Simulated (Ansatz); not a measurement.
# O on Os(0001): change of the work function, part 3 of 5

How does O on the hcp site change the work function of Os(0001) as the layer fills?

Ansatz 0.2.0; plane-wave DFT, PBE-D3(BJ), Ansatz PAW (the session's first sound run).

So far, work function, upper face (eV): step 2 (the clean slab) 5.36; step 3 (17 atoms, coverage 0.25 ML, cell 2x2) 5.28.

**4. The covered slab, k-mesh 7×7×1, coverage 0.5 ML**

System of this step: O/Os(0001). The cell holds 18 atoms: 16 Os and 2 O. Cell: a = 5.480 Å, b = 5.480 Å, c = 25.808 Å, α = 90.0°, β = 90.0°, γ = 60.0°. Vacuum lies along c.

Another coverage, to see how the dipoles act on each other as their distance changes.

Contents of input.yaml:

```yaml
crystal:
  lattice:
    - [5.48, 0.0, 0.0]
    - [2.74, 4.7458192128, 0.0]
    - [0.0, 0.0, 25.8075278701]
  atoms:
    - { symbol: Os, position: [0.3333333333, 0.3333333333, 0.348735456] }
    - { symbol: Os, position: [0.0, 0.0, 0.4325571227] }
    - { symbol: Os, position: [0.3333333333, 0.3333333333, 0.5163290273] }
    - { symbol: Os, position: [0.0, 0.0, 0.5977487376] }
    - { symbol: Os, position: [0.3333333333, 0.8333333333, 0.348735456] }
    - { symbol: Os, position: [0.0, 0.5, 0.4325571227] }
    - { symbol: Os, position: [0.3333333333, 0.8333333333, 0.5163290273] }
    - { symbol: Os, position: [0.0, 0.5, 0.5977487376] }
    - { symbol: Os, position: [0.8333333333, 0.3333333333, 0.348735456] }
    - { symbol: Os, position: [0.5, 0.0, 0.4325571227] }
    - { symbol: Os, position: [0.8333333333, 0.3333333333, 0.5163290273] }
    - { symbol: Os, position: [0.5, 0.0, 0.5977487376] }
    - { symbol: Os, position: [0.8333333333, 0.8333333333, 0.348735456] }
    - { symbol: Os, position: [0.5, 0.5, 0.4325571227] }
    - { symbol: Os, position: [0.8333333333, 0.8333333333, 0.5163290273] }
    - { symbol: Os, position: [0.5, 0.5, 0.5977487376] }
    - { symbol: O, position: [0.3333333333, 0.3333333333, 0.651264544] }
    - { symbol: O, position: [0.8333333333, 0.3333333333, 0.651264544] }
kpoints:
  mp_grid: { grid: [7, 7, 1] }
hamiltonian:
  xc: pbe
  dispersion: d3bj
scf:
  occupations: { method: fermi_dirac, width: 0.1 }
  convergence: { dr2_threshold: 1.0e-08 }
efield:
  axis: 3
  dipole_correction: true
  ramp_position: 0.97
  ramp_width: 0.06
relax:
  f_tol: 0.02
  max_steps: 60
  constraints: [{ sites: [0, 1, 4, 5, 8, 9, 12, 13] }]
output:
  bader: true
  dos: { projected: true, e_range: [-8, 4] }
  write_potential: true
  write_density: true
  volumetric_format: npy
```

Started as:

```console
ansatz run input.yaml --threads 4 --pin off --max-ram 12288MiB --backend cpu --events-out ev --progress --plain --runs-dir out
```

Numbers of over 12 decimals in the logs are rounded to 6 here.

The program printed:

```text
[...]
Crystal: 18 atoms, lattice volume = 671.179 Å³
Basis set: ecut = 420 eV, 13053 PW (Γ), exchange–correlation on 80×80×360 points (8 copies of the dense FFT grid, shifted against one another)
Bands: 161, of which v1, the nominal top of the filled ones, is band 134 counted from 1 (133 counted from 0)
Symmetry: 4 space group operations
[...]
k-points: 16 of 49 (time reversal used)
[...]
SCF iter   1: F=—  HF=-183285.378344 eV  |F-HF|=—  |Δ(HF+E_count)|=         —  Δρ=7.66e-3  dr2=1.09e0  ethr=1.77e-3  p=-0.079 e·Å  D=-2.12e-2 V/Å  ΔV_dip=0.55 eV  dr2_dipole=9.96e-2  V_vac-E_F(+/−)=5.92/5.37 eV  ⟨swp⟩=9.4  Hψ=12612  notcnv=0
[...]
SCF iter  10: F=-183285.375315 eV  HF=-183285.375315 eV  |F-HF|=3.00e-8  |Δ(HF+E_count)|=   4.79e-8  Δρ=5.68e-7  dr2=3.46e-9  ethr=3.73e-12  p=-0.079 e·Å  D=-2.14e-2 V/Å  ΔV_dip=0.55 eV  dr2_dipole=4.43e-11  V_vac-E_F(+/−)=5.91/5.36 eV  ⟨swp⟩=9.7  Hψ=19910  notcnv=0
SCF 1 converged in 10 iterations: F = -183285.375315 eV  dr2 = 3.46e-9
[...]
relax step   1: F+E_penalty+E_count = -183285.37531457 eV  Δ(F+E_penalty+E_count) = +0.000e0 eV  max|allowed force component| = 1.902e0 eV/Å  Δτ_max = 0.0000 Å  (10 SCF iters, accepted)
[...]
SCF iter  10: F=-183285.701558 eV  HF=-183285.701558 eV  |F-HF|=1.68e-8  |Δ(HF+E_count)|=   3.33e-8  Δρ=4.76e-7  dr2=2.81e-9  ethr=3.73e-12  p=-0.054 e·Å  D=-1.46e-2 V/Å  ΔV_dip=0.38 eV  dr2_dipole=5.96e-10  V_vac-E_F(+/−)=5.75/5.37 eV  ⟨swp⟩=11.6  Hψ=18815  notcnv=0
SCF 2 converged in 10 iterations: F = -183285.701558 eV  dr2 = 2.81e-9
[...]
relax step   2: F+E_penalty+E_count = -183285.70155836 eV  Δ(F+E_penalty+E_count) = -3.262e-1 eV  max|allowed force component| = 5.997e-1 eV/Å  Δτ_max = 0.1727 Å  (10 SCF iters, accepted)
SCF iter   1: F=—  HF=-183285.799269 eV  |F-HF|=—  |Δ(HF+E_count)|=         —  Δρ=6.74e-3  dr2=4.22e-1  ethr=7.07e-4  p=-0.054 e·Å  D=-1.46e-2 V/Å  ΔV_dip=0.38 eV  dr2_dipole=9.60e-2  V_vac-E_F(+/−)=5.74/5.37 eV  ⟨swp⟩=5.0  Hψ=5706  notcnv=0
[...]
SCF iter   9: F=-183285.756669 eV  HF=-183285.756669 eV  |F-HF|=3.16e-8  |Δ(HF+E_count)|=   1.87e-7  Δρ=7.73e-7  dr2=6.82e-9  ethr=3.73e-12  p=-0.032 e·Å  D=-8.63e-3 V/Å  ΔV_dip=0.22 eV  dr2_dipole=3.77e-10  V_vac-E_F(+/−)=5.60/5.37 eV  ⟨swp⟩=12.1  Hψ=19208  notcnv=0
SCF 3 converged in 9 iterations: F = -183285.756669 eV  dr2 = 6.82e-9
relax step   3: F+E_penalty+E_count = -183285.75666901 eV  Δ(F+E_penalty+E_count) = -5.511e-2 eV  max|allowed force component| = 2.049e-1 eV/Å  Δτ_max = 0.1112 Å  (9 SCF iters, accepted)
[...]
relax step   4: F+E_penalty+E_count = -183285.76479043 eV  Δ(F+E_penalty+E_count) = -8.121e-3 eV  max|allowed force component| = 2.295e-2 eV/Å  Δτ_max = 0.0249 Å  (8 SCF iters, accepted)
SCF iter   1: F=—  HF=-183285.764371 eV  |F-HF|=—  |Δ(HF+E_count)|=         —  Δρ=1.76e-4  dr2=2.49e-4  ethr=1.10e-6  p=-0.035 e·Å  D=-9.48e-3 V/Å  ΔV_dip=0.24 eV  dr2_dipole=3.94e-5  V_vac-E_F(+/−)=5.62/5.37 eV  ⟨swp⟩=2.2  Hψ=4249  notcnv=0
[...]
SCF iter   6: F=-183285.764903 eV  HF=-183285.764903 eV  |F-HF|=4.83e-8  |Δ(HF+E_count)|=   1.05e-7  Δρ=8.31e-7  dr2=6.20e-9  ethr=3.73e-12  p=-0.035 e·Å  D=-9.43e-3 V/Å  ΔV_dip=0.24 eV  dr2_dipole=4.60e-10  V_vac-E_F(+/−)=5.62/5.37 eV  ⟨swp⟩=11.5  Hψ=19559  notcnv=0
SCF 5 converged in 6 iterations: F = -183285.764903 eV  dr2 = 6.20e-9
relax step   5: F+E_penalty+E_count = -183285.76490295 eV  Δ(F+E_penalty+E_count) = -1.125e-4 eV  max|allowed force component| = 2.622e-3 eV/Å  Δτ_max = 0.0028 Å  (6 SCF iters, accepted)
[...]
SCF converged after 6 iterations
Free energy (F): -183285.764903 eV
[...]
Internal energy: -183285.288941 eV  (E = F + TS)
E sigma→0 (E₀):  -183285.526922 eV
Entropy (-TS):   -0.475961 eV (-26.442 meV/atom)
Fermi energy:    5.385006 eV
Dipole field:    D = -0.009415 V/Å  (p = -0.034922 e·Å, saw-weighted, corrected)
Work function:   Φ+ = 5.6161 eV   Φ− = 5.3731 eV
[...]
--- Forces (eV/Å), atoms counted from 1 ---
  atom   1  Os     0.00000000    -0.02769643     0.65312563
  atom   2  Os    -0.00000000     0.01691847    -1.16190066
  atom   3  Os    -0.00000000    -0.00257888    -0.00262211
  atom   4  Os     0.00000000     0.00217167     0.00158375
  atom   5  Os     0.00000000     0.01641070     0.99767554
  atom   6  Os    -0.00000000    -0.00500038    -0.48904242
  atom   7  Os     0.00000000     0.00104373     0.00008059
  atom   8  Os    -0.00000000     0.00098067     0.00127457
  atom   9  Os     0.00000000    -0.02769643     0.65312563
  atom  10  Os    -0.00000000     0.01691847    -1.16190066
  atom  11  Os    -0.00000000    -0.00257888    -0.00262211
  atom  12  Os     0.00000000     0.00217167     0.00158375
  atom  13  Os     0.00000000     0.01641070     0.99767554
  atom  14  Os    -0.00000000    -0.00500038    -0.48904242
  atom  15  Os     0.00000000     0.00104373     0.00008059
  atom  16  Os    -0.00000000     0.00098067     0.00127457
  atom  17  O     -0.00000000    -0.00225002    -0.00019554
  atom  18  O     -0.00000000    -0.00225002    -0.00019554
  max |Σ_I F_I| component: 4.13e-5 eV/Å
--- Band table (eV; the first three rows and the last of 16) ---
  k-point 0: bands = [... 130 lower, 5.8126, 5.8722, 5.9088, 6.2089, 6.3723, 6.5421, 6.5546, 6.5826, ... 23 higher]
  k-point 1: bands = [... 130 lower, 5.5232, 5.5700, 5.7118, 5.7196, 6.0957, 6.1060, 6.4766, 6.5901, ... 23 higher]
  k-point 2: bands = [... 130 lower, 5.1059, 5.2060, 5.2433, 5.3088, 5.6804, 5.9785, 6.0272, 6.1593, ... 23 higher]
  k-point 15: bands = [... 130 lower, 4.6529, 4.7934, 4.9395, 5.0513, 5.1481, 5.3354, 5.5208, 5.5260, ... 23 higher]
--- Relaxed structure (5 steps of the walk, 5 accepted, 0 SCFs on fresh bases) ---
  F+E_penalty+E_count = -183285.76490295 eV   max|allowed force component| = 2.622e-3 eV/Å
  atoms:
    - { symbol: Os, position: [0.33333333335, 0.333333, 0.348735456] }
    - { symbol: Os, position: [-1.7732728865181675e-17, 0.0, 0.432557] }
    - { symbol: Os, position: [0.331802, 0.336396, 0.515743] }
    - { symbol: Os, position: [0.00705861, -0.014117, 0.598386] }
    - { symbol: Os, position: [0.333333, 0.833333, 0.348735456] }
    - { symbol: Os, position: [0.0, 0.500000, 0.432557] }
    - { symbol: Os, position: [0.335952, 0.828095, 0.517008] }
    - { symbol: Os, position: [-0.0062802, 0.512560, 0.601653] }
    - { symbol: Os, position: [0.833333, 0.333333, 0.348735456] }
    - { symbol: Os, position: [0.500000, 0.0, 0.432557] }
    - { symbol: Os, position: [0.831802, 0.336396, 0.515743] }
    - { symbol: Os, position: [0.507059, -0.014117, 0.598386] }
    - { symbol: Os, position: [0.833333, 0.833333, 0.348735456] }
    - { symbol: Os, position: [0.500000, 0.500000, 0.432557] }
    - { symbol: Os, position: [0.835952, 0.828095, 0.517008] }
    - { symbol: Os, position: [0.493720, 0.512560, 0.601653] }
    - { symbol: O, position: [0.341674, 0.316652, 0.648434] }
    - { symbol: O, position: [0.841674, 0.316652, 0.648434] }
--- Bader charges: 18 sites ---
  site symbol  charge [e]  shift [e]
     0     Os     -0.0672     0.0001
     1     Os      0.0644     0.0001
     2     Os      0.0651     0.0001
     3     Os      0.2533     0.0006
     4     Os     -0.0695     0.0001
     5     Os      0.0805     0.0001
     6     Os      0.0286     0.0000
     7     Os      0.5089     0.0013
     8     Os     -0.0672     0.0001
     9     Os      0.0644     0.0001
    10     Os      0.0651     0.0001
    11     Os      0.2533     0.0006
    12     Os     -0.0695     0.0001
    13     Os      0.0805     0.0001
    14     Os      0.0286     0.0000
    15     Os      0.5090     0.0013
    16      O     -0.8643     0.0017
    17      O     -0.8643     0.0017
  estimated error of the sums over rays = 6.3e-4 e
```

It took 5.4 min on 4 threads of Arm Neoverse V2, shared host; peak memory 3.1 GiB.

Relaxation path:

```csv
step,energy less that of the first step (eV),largest force component (eV/Å)
1,0.0000,1.9015
2,-0.3262,0.5997
3,-0.3814,0.2049
4,-0.3895,0.0229
5,-0.3896,0.0026
```

The run keeps the 4 symmetry operations that it works with, so distortions that break them were not tested.

The atoms that moved most (Å):

```csv
atom,dx,dy,dz,length
Os8,0.000,0.060,0.101,0.117
Os16,0.000,0.060,0.101,0.117
O18,0.000,-0.079,-0.073,0.108
O17,0.000,-0.079,-0.073,0.108
Os4,0.000,-0.067,0.016,0.069
Os12,0.000,-0.067,0.016,0.069
Os7,0.000,-0.025,0.018,0.030
Os15,0.000,-0.025,0.018,0.030
```

The relaxed structure:

```xyz
18
Lattice="5.4800 0.0000 0.0000 2.7400 4.7458 0.0000 0.0000 0.0000 25.8075" Properties=species:S:1:pos:R:3
Os    2.7400    1.5819    9.0000
Os    0.0000    0.0000   11.1632
Os    2.7400    1.5965   13.3100
Os    0.0000   -0.0670   15.4429
Os    4.1100    3.9548    9.0000
Os    1.3700    2.3729   11.1632
Os    4.1100    3.9300   13.3427
Os    1.3700    2.4325   15.5272
Os    5.4800    1.5819    9.0000
Os    2.7400    0.0000   11.1632
Os    5.4800    1.5965   13.3100
Os    2.7400   -0.0670   15.4429
Os    6.8500    3.9548    9.0000
Os    4.1100    2.3729   11.1632
Os    6.8500    3.9300   13.3427
Os    4.1100    2.4325   15.5272
O     2.7400    1.5028   16.7345
O     5.4800    1.5028   16.7345
```

This step gave:

```
energy at zero smearing        : -183285.5269 eV
work function, upper face      : 5.616 eV
work function, lower face      : 5.373 eV
dipole along the normal        : -0.03492 e·Å
step between the vacuum levels : 0.2430 eV
```

The density of states has structure finer than the step of the table below, so its rows give means over 0.5 eV, whole bins alone (the curve runs from -8 to 1.98 eV). Peaks (eV: height): -6.23: 30.7, -3.55: 34.5, -3.40: 31.0, -3.04: 33.7, -2.47: 33.2, -2.29: 31.0, 1.53: 33.9.

Table of density of states by energy, zero at the Fermi level; means over each step:

```csv
energy (eV),density of states (states/eV a cell)
-7.5,10.3
-7.0,15.0
-6.5,16.7
-6.0,17.4
-5.5,14.8
-5.0,18.7
-4.5,14.6
-4.0,15.7
-3.5,21.7
-3.0,20.1
-2.5,26.1
-2.0,19.9
-1.5,15.3
-1.0,12.2
-0.5,14.5
0.0,13.7
0.5,14.1
1.0,15.3
1.5,21.5
```

Projected DOS per atom over height of the atomic layer and energy from the Fermi level. Layers: Os4 Os4 Os4 Os4 O2 from below.

Values in states/eV, 22 rows by 5 columns, each cell a mean:
```
1.10 1.63 1.48 1.31 0.50
1.16 1.00 1.10 1.06 0.25
1.13 0.89 0.84 0.85 0.19
1.06 0.68 0.69 0.95 0.18
1.11 0.67 0.63 0.78 0.18
1.14 0.70 0.70 0.87 0.19
1.10 0.55 0.56 0.66 0.15
0.98 0.72 0.65 0.74 0.22
1.53 1.04 0.89 1.05 0.25
2.57 1.28 1.21 1.19 0.35
1.49 1.14 1.34 1.27 0.32
1.20 1.34 1.29 1.20 0.32
0.90 1.09 1.14 1.26 0.55
0.63 0.80 0.81 0.83 0.43
1.12 0.94 1.10 0.67 0.58
1.04 1.25 1.24 0.95 0.75
0.56 0.85 0.93 0.87 0.77
0.81 1.23 0.87 0.72 1.10
0.64 1.24 1.00 0.69 1.23
0.38 0.93 1.10 0.82 1.21
0.28 0.76 0.85 0.79 0.93
0.12 0.27 0.33 0.59 0.70
```
Columns: height of the atomic layer (Å) from 9 to 16.7 (not evenly spaced); rows upwards: energy from the Fermi level (eV) from -7.96 to 1.95.

The relaxation took 5 steps and lowered the energy by 0.39 eV; the largest force on the free atoms ends at 0.0026 eV/Å.

The covered face has 5.62 eV, +0.26 eV against the clean one; the bare back face has moved by -0.02 eV, a measure of how thin the slab is.

**5. The covered slab, k-mesh 13×13×1, coverage 1 ML**

System of this step: O/Os(0001). The cell holds 5 atoms: 4 Os and 1 O. Its edges and angles: a = 2.740 Å, b = 2.740 Å, c = 25.808 Å, α = 90.0°, β = 90.0°, γ = 60.0°. Vacuum lies along c.

Another coverage, to see how the dipoles act on each other as their distance changes.

input.yaml, the sections that differ from step 4:

```yaml
crystal:
  lattice:
    - [2.74, 0.0, 0.0]
    - [1.37, 2.3729096064, 0.0]
    - [0.0, 0.0, 25.8075278701]
  atoms:
    - { symbol: Os, position: [0.6666666667, 0.6666666667, 0.348735456] }
    - { symbol: Os, position: [0.0, 0.0, 0.4325571227] }
    - { symbol: Os, position: [0.6666666667, 0.6666666667, 0.5163290273] }
    - { symbol: Os, position: [0.0, 0.0, 0.5977487376] }
    - { symbol: O, position: [0.6666666667, 0.6666666667, 0.651264544] }
kpoints:
  mp_grid: { grid: [13, 13, 1] }
relax:
  f_tol: 0.02
  max_steps: 60
  constraints: [{ sites: [0, 1] }]
output:
  bader: true
  write_potential: true
  write_density: true
  volumetric_format: npy
# hamiltonian, scf, efield: as in step 4
```

The program printed:

```text
[...]
Crystal: 5 atoms, lattice volume = 167.795 Å³
Basis set: ecut = 420 eV, 3285 PW (Γ), exchange–correlation on 40×40×360 points (8 copies of the dense FFT grid, shifted against one another)
Bands: 42, of which v1, the nominal top of the filled ones, is band 35 counted from 1 (34 counted from 0)
Symmetry: 6 space group operations
[...]
- { symbol: Os, position: [0.666667, 0.666667, 0.516085] }
[...]
- { symbol: O, position: [0.666667, 0.666667, 0.650619] }
--- Bader charges: 5 sites ---
  site symbol  charge [e]  shift [e]
     0     Os     -0.0643     0.0001
     1     Os      0.0756     0.0001
     2     Os      0.0191     0.0001
     3     Os      0.7730     0.0015
     4      O     -0.8034     0.0014
  estimated error of the sums over rays = 4.0e-4 e
[key lines of the parts left out:]
SCF converged after 8 iterations
Free energy (F): -46104.742686 eV
Fermi energy:    5.674447 eV
Dipole field:    D = -0.012486 V/Å  (p = -0.011578 e·Å, saw-weighted, corrected)
Work function:   Φ+ = 5.7531 eV   Φ− = 5.4308 eV
```

Wall time 23 s (4 threads); peak memory 0.45 GiB.

Relaxation path:

```csv
step,energy less that of the first step (eV),largest force component (eV/Å)
1,0.0000,2.7450
2,-0.1272,0.6184
3,-0.1493,0.3034
4,-0.1531,0.0077
```

Forces are held to the 6 operations that the run works with; a distortion that breaks them can't arise in this run.

The atoms that moved most (Å):

```csv
atom,dx,dy,dz,length
Os4,0.000,0.000,0.100,0.100
O5,0.000,0.000,-0.017,0.017
Os3,0.000,0.000,-0.006,0.006
```

The relaxed structure:

```cif
data_structure
_symmetry_space_group_name_H-M 'P 1'
_symmetry_Int_Tables_number 1
_cell_length_a 2.7400
_cell_length_b 2.7400
_cell_length_c 25.8075
_cell_angle_alpha 90.000
_cell_angle_beta 90.000
_cell_angle_gamma 60.000
_cell_volume 167.79
loop_
_atom_site_label
_atom_site_type_symbol
_atom_site_fract_x
_atom_site_fract_y
_atom_site_fract_z
_atom_site_occupancy
Os1 Os 0.66667 0.66667 0.34874 1
Os2 Os 0.00000 0.00000 0.43256 1
Os3 Os 0.66667 0.66667 0.51609 1
Os4 Os 0.00000 0.00000 0.60161 1
O5 O 0.66667 0.66667 0.65062 1
```

Running mean over 2.16323 Å of the planar mean; the ramp of the sawtooth is left out. Table of electron's electrostatic potential energy less the Fermi level by z:

```csv
z (Å),electron's electrostatic potential energy less the Fermi level (eV)
3.5,5.43
4.0,5.43
4.5,5.43
5.0,5.42
5.5,5.40
6.0,5.33
6.5,5.06
7.0,4.08
7.5,0.740
8.0,-5.06
8.5,-10.2
9.0,-12.3
9.5,-12.6
10.0,-12.8
10.5,-12.9
11.0,-13.0
11.5,-13.1
12.0,-13.2
12.5,-13.2
13.0,-13.2
13.5,-13.1
14.0,-13.0
14.5,-13.2
15.0,-13.8
15.5,-15.1
16.0,-15.4
16.5,-11.0
17.0,-4.71
17.5,-0.0441
18.0,3.47
18.5,5.41
19.0,5.70
19.5,5.74
20.0,5.75
20.5,5.75
21.0,5.75
21.5,5.75
22.0,5.75
22.5,5.75
```

The relaxation took 4 steps and lowered the energy by 0.15 eV; the largest force on the free atoms ends at 0.0077 eV/Å.

The covered face has 5.75 eV, +0.40 eV against the clean one; the bare back face has moved by +0.04 eV, a measure of how thin the slab is.

**6. Work function against coverage**

This step: plane-wave DFT, PBE-D3(BJ), Ansatz PAW; work function against coverage (Ansatz 0.2.0).

The runs are now put side by side.

Numbers from this step:

```
work function of the clean face     : 5.357 eV
largest change of the work function : 0.3964 eV
```

The work function of the covered face by coverage:

```csv
coverage (adsorbates/nm²),work function of the covered face (eV)
0.00,5.36
3.85,5.28
7.69,5.62
15.38,5.75
```

The dipole per adsorbate comes from the change of the cell's dipole. Coverage, by row:

```csv
coverage (1/nm²),coverage (ML),work function (eV),change (eV),"dipole per adsorbate, positive end outwards (debye)",mean height of the added atoms over the highest substrate atom (Å)
3.845,0.25,5.282,-0.07494,0.038,1.182
7.69,0.5,5.616,0.2594,-0.095,1.207
15.38,1,5.753,0.3964,-0.061,1.265
```

(Part 3 of 5 ends here.)

[Logs are printed without paths, hosts, clocks, repeated set-up lines and the standing remarks that a program may print on its own settings, such as how far it seeks lower states.]

[Hosts, paths, dates, database ids (printed as entryN), source tags and the programs' standing remarks are cut or masked in the printed files.]

[Maps of the electrostatic potential energy from Ansatz leave out the sawtooth potential of an applied field or a dipole correction, so their vacuum need not be flat; planar profiles and work functions include it.]

[The density of states shown here was stored with 400 of the rows of the run's finer table, so its peaks can read low, often by over a quarter, or be missed, and its means over a window can be off by a tenth or more.]
